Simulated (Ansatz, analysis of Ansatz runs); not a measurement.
# Hyperfine coupling of the [AlO4]0 centre in alpha-quartz (PBE), part 2 of 2

Aim: the hyperfine coupling of the [AlO4]0 centre in alpha-quartz, to be set beside the measurement. Set-up: PBE, 72-site cell, PBE lattice, 420 eV, k: the single point 1/4 1/4 1/4 then 2x2x2 shifted 0.5 0.5 0.5, random start of 0.1 A. The model is a cell of 72 host atoms with 1 Si taken out and 1 Al put in. The isotropic coupling follows from the spin density at the nucleus, the nuclear g-factor and the total spin. Another start tests whether the structure found is the lowest.

Ansatz 0.2.0; PBE, 72-site cell, PBE lattice, 420 eV, k: the single point 1/4 1/4 1/4 then 2x2x2 shifted 0.5 0.5 0.5, random start of 0.1 A.

So far: The structure; Relaxation, charge 0.

**2. Relaxation, charge 0 (continued)**

Level of this step: plane-wave PAW DFT, PBE; relaxation of all atoms of a defect supercell (Ansatz).

The steps of the relaxation:

```
step  energy less that of the first step (eV)  largest force component (eV/Å)
   1                                   0.0000                          7.7179
   2                                  -6.1916                          4.6002
   3                                 -10.4467                          0.2900
   4                                 -10.4177                          0.4343
   5                                 -10.5043                          0.0929
   6                                 -10.5083                          0.0304
   7                                 -10.5084                          0.0310
   8                                 -10.5086                          0.0192
```

Relaxation step 4 was tried and not accepted.

The atoms that moved most (Å, from the sites as typed, ahead of the random displacement, the mean shift of all atoms taken out):

```
atom      dx      dy      dz  length
 O15   0.183   0.026  -0.021   0.186
  O9  -0.059   0.165   0.015   0.176
 O16   0.032  -0.006   0.138   0.141
 O52   0.114  -0.045   0.069   0.140
 O22  -0.093   0.064  -0.061   0.128
  O4  -0.028   0.012  -0.124   0.128
 O23  -0.075   0.038  -0.050   0.097
 O53   0.068  -0.045   0.048   0.094
```

Neighbours of Al12 at the end:

```
atom  distance (Å)
 O15         1.740
  O9         1.741
 O16         1.748
  O4         1.749
Si47         3.167
Si19         3.172
Si11         3.172
 Si1         3.172
```

This step gave:

| Property | Result |
| --- | --- |
| free energy | -42477.0327 eV |
| smearing term TS | 8.65e-4 eV |
| total moment | 1.000 μB |
| integral of the absolute spin density | 1.100 μB |
| spin contamination | 0.001289 |

The relaxation ends 146 meV an atom lower than the displaced start, with a largest force component of 0.019 eV/Å.

**3. Contact spin densities**

The relaxed structure is kept, and the final numbers are taken at the final level and k-points.

This step: plane-wave PAW DFT, PBE; single point of a defect supercell.

File point/input.yaml:

```yaml
crystal:
  lattice:
    - [10.03667686, 0.0, 0.0]
    - [-5.01833843, 8.69201713, 0.0]
    - [0.0, 0.0, 11.01794814]
  atoms:
    - { symbol: Si, position: [0.237050916, -0.000414718, 0.329925497] }
    - { symbol: Si, position: [0.00291298, 0.239014527, 0.16689355] }
[... 1 atom line left out ...]
    - { symbol: O, position: [0.205958856, 0.13030199, 0.385476253] }
[... 4 atom lines left out ...]
    - { symbol: O, position: [0.297266496, 0.440644559, 0.437113263] }
[... 1 atom line left out ...]
    - { symbol: Si, position: [6.7142e-05, 0.237922309, 0.66933335] }
    - { symbol: Al, position: [0.269943738, 0.269540225, 0.499908134] }
[... 1 atom line left out ...]
    - { symbol: O, position: [0.375730399, 0.078476155, 0.731023533] }
    - { symbol: O, position: [0.441391858, 0.2966254, 0.561431437] }
    - { symbol: O, position: [0.131701818, 0.207301854, 0.614927772] }
[... 2 atom lines left out ...]
    - { symbol: Si, position: [0.236620201, 0.50735996, 0.331209106] }
[... 7 atom lines left out ...]
    - { symbol: O, position: [0.295000437, 0.926975019, 0.436461276] }
[... 19 atom lines left out ...]
    - { symbol: Si, position: [0.508045344, 0.236492275, 0.667695883] }
[... 3 atom lines left out ...]
    - { symbol: O, position: [0.928049297, 0.295167785, 0.561874274] }
[... 20 atom lines left out ...]
    - { symbol: O, position: [0.791803832, 0.918436779, 0.933410381] }
basis:
  ecutwfc: 420
  xc_grid: 2
hamiltonian:
  xc: pbe
kpoints:
  mp_grid: { grid: [2, 2, 2], shift: [0.5, 0.5, 0.5] }
magnetization:
  spin_polarized: true
  initial_magnetization: 1
  spin_locking: { lock_magnetization: hard }
scf:
  occupations: { method: fermi_dirac, width: 0.01 }
  max_iter: 120
output:
  forces: true
  efg: {}
  eigenvalues: true
checkpoint:
  read: "../relax.run"
```

Launch:

```bash
> ansatz run input.yaml --threads 2 --pin off --max-ram 3768MiB --backend cpu --events-out ev --progress --plain --runs-dir out
```

Numbers of over 12 decimals in the logs are rounded to 6 here.

Output:

```text
[...]
Crystal: 72 atoms, lattice volume = 961.194 Å³
Basis set: ecut = 420 eV, 18781 PW (Γ), exchange–correlation on 144×144×150 points (8 copies of the dense FFT grid, shifted against one another)
Bands: 264, of which v1, the nominal top of the filled ones, is band 192 counted from 1 (191 counted from 0)
Symmetry: 1 space group operations
[...]
k-points: 4 of 8 (time reversal used)
[...]
Stability of the state it starts from, as read at its close in the collinear treatment: not read negative (Ritz values of 1 − χ₀K, real part plus size of imaginary part, from 1.0 to 1.2, by its mixing steps under no symmetry); [...]
Starting moments: Σ|m| = 1 μB on 72 of 72 sites; this step starts from the density that it was given
[...]
iter 1 solved again at ethr=8.55e-7 eV; its pass at ethr=3.10e-3 eV (dr2=3.27e-3 eV) is discarded
[...]
atom  11  Si V_zz =    -1.400133   η = 0.4070   by run symmetry: allowed
[...]
atom  12  Al V_zz =    -0.610305   η = 0.8527   by run symmetry: allowed
[...]
atom  15  O  V_zz =    +5.281656   η = 0.9567   by run symmetry: allowed
[...]
atom  16  O  V_zz =    -6.178474   η = 0.5433   by run symmetry: allowed
[...]
atom  19  Si V_zz =    -1.371264   η = 0.7849   by run symmetry: allowed
[...]
atom  47  Si V_zz =    -1.393678   η = 0.7835   by run symmetry: allowed
[...]
atom  51  O  V_zz =    +9.427836   η = 0.1583   by run symmetry: allowed
[...]
--- Band table (eV; the first three rows and the last of 8) ---
[...]
[... further k-points left out ...]
[key lines of the parts left out:]
SCF converged after 11 iterations
Magnetization: 1.0000 μB (192.0000 up, 191.0000 down)
Free energy (F): -42477.021047 eV
Fermi energy:    2.106558 (↑ 5.008412, ↓ 2.106558) eV
```

Run time: 4.1 min. Hardware: 2 threads of Arm Neoverse V2, shared host; peak memory 3.2 GiB.

Read from the output:

| Quantity | Value |
| --- | --- |
| free energy | -42477.0210 eV |
| smearing term TS | 0.001174 eV |
| total moment | 1.000 μB |
| integral of the absolute spin density | 1.098 μB |
| spin contamination | 0.001279 |

The largest moments in the atoms' spheres: O4 0.14, O16 0.14, O9 0.11, O15 0.10, O5 0.03, O17 0.03 μB.

Isotropic hyperfine couplings from the contact spin densities (Fermi contact term with core polarisation, no dipolar part), the largest:

```
atom  isotope  distance from the centre (Å)  contact spin density (e/Å³)  A (MHz)
Al12     27Al                          0.05                       -0.121    -20.9
 Si1     29Si                          3.15                      -0.0701      9.2
Si11     29Si                          3.15                      -0.0692      9.1
  O4      17O                          1.72                       0.0878     -7.9
Si19     29Si                          3.19                      -0.0598      7.9
 O16      17O                          1.72                       0.0872     -7.8
Si47     29Si                          3.18                      -0.0580      7.6
  O9      17O                          1.77                       0.0613     -5.5
 O15      17O                          1.77                       0.0586     -5.3
 O50      17O                          4.30                       0.0253     -2.3
```

**4. What came out**

```
17O that bears the hole, isotropic    : -7.8 MHz
27Al, isotropic                       : -20.9 MHz
integral of the absolute spin density : 1.10 μB
time of the whole chain               : 13 min on 2 threads
```

What this shows: 17O that bears the hole, isotropic: computed -7.8 MHz, measured -72.86 MHz; 65.0 MHz (89 %) smaller in size than the measurement. 27Al, isotropic: computed -20.9 MHz, measured -16.25 MHz; 4.6 MHz (28 %) larger in size than the measurement. The spin is not held on one site here (at most 0.14 μB on an atom), so the state computed is not the localised centre that was measured. Semilocal functionals spread the hole over several oxygen atoms through their self-interaction error; enough exact exchange holds it on one. Only the isotropic (Fermi contact) part is computed, with core polarisation; no vibrational averaging.

[Logs are printed without paths, hosts, clocks, repeated set-up lines and the standing remarks that a program may print on its own settings, such as how far it seeks lower states.]

[Hosts, paths, dates, database ids (printed as entryN), source tags and the programs' standing remarks are cut or masked in the printed files.]

[For some hosts the program warned that the k-mesh of the response run may be too coarse for force constants and the static dielectric constant; such warnings are not shown here.]
